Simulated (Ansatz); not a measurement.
In doubt: masses and optical values from hybrid runs of this build are listed as unsure, which bears on the screening that GW takes from such a start.

Rows from a G0W0 calculation on WS2 (Tungstenite) (Ansatz 0.2.0; G0W0 on HSE06, plane waves, PAW; 6×6×2 mesh, 248 empty bands, screening to 100 eV), in eV. Spin-orbit coupling is left out.

The database entry behind the starting cell differs from later determinations by our own check (an axis about 1.4 % long against later determinations), so it need not match the best structure at ambient conditions.

```tsv
row	k	band	start	Σx	Σc at the solution	Vxc
A	(0.167, 0.167, 0.000)	v1	9.264	-19.415	1.263	-18.332
B	(0.167, 0.167, 0.000)	c2	13.330	-13.964	-3.970	-18.143
C	Γ	v1	10.937	-19.460	0.643	-18.940
D	Γ	v2	9.750	-18.211	1.009	-17.292
E	Γ	c1	13.878	-13.548	-4.083	-17.872
F	(0.167, 0.167, 0.000)	c1	12.514	-12.725	-3.605	-16.488
```

Question: Work out each quasiparticle level and how far it moved.

The quasiparticle equation reads E = start + Σx + Σc(E) − Vxc.

```tsv
row	E (eV)	shift (eV)
A	9.445	+0.181
B	13.539	+0.209
C	11.060	+0.123
D	9.840	+0.090
E	14.119	+0.241
F	12.673	+0.159
```

The gap over the computed points goes from 1.58 eV to 1.61 eV.

Limits: not at the basis limit; no spin-orbit coupling.

[Paths, hosts, dates, memory and timing lines, banners, echoed tables and standing remarks are left out of the program output.]

[Logs are printed without paths, hosts, clocks, repeated set-up lines and the standing remarks that a program may print on its own settings, such as how far it seeks lower states.]

[Runs of the session that timed out or met a known fault of the program may be left out.]

[Cells called generated may have been cut or substituted from an entry of the Crystallography Open Database or the Materials Project.]

[Hosts, paths, dates, database ids (printed as entryN), source tags and the programs' standing remarks are cut or masked in the printed files.]
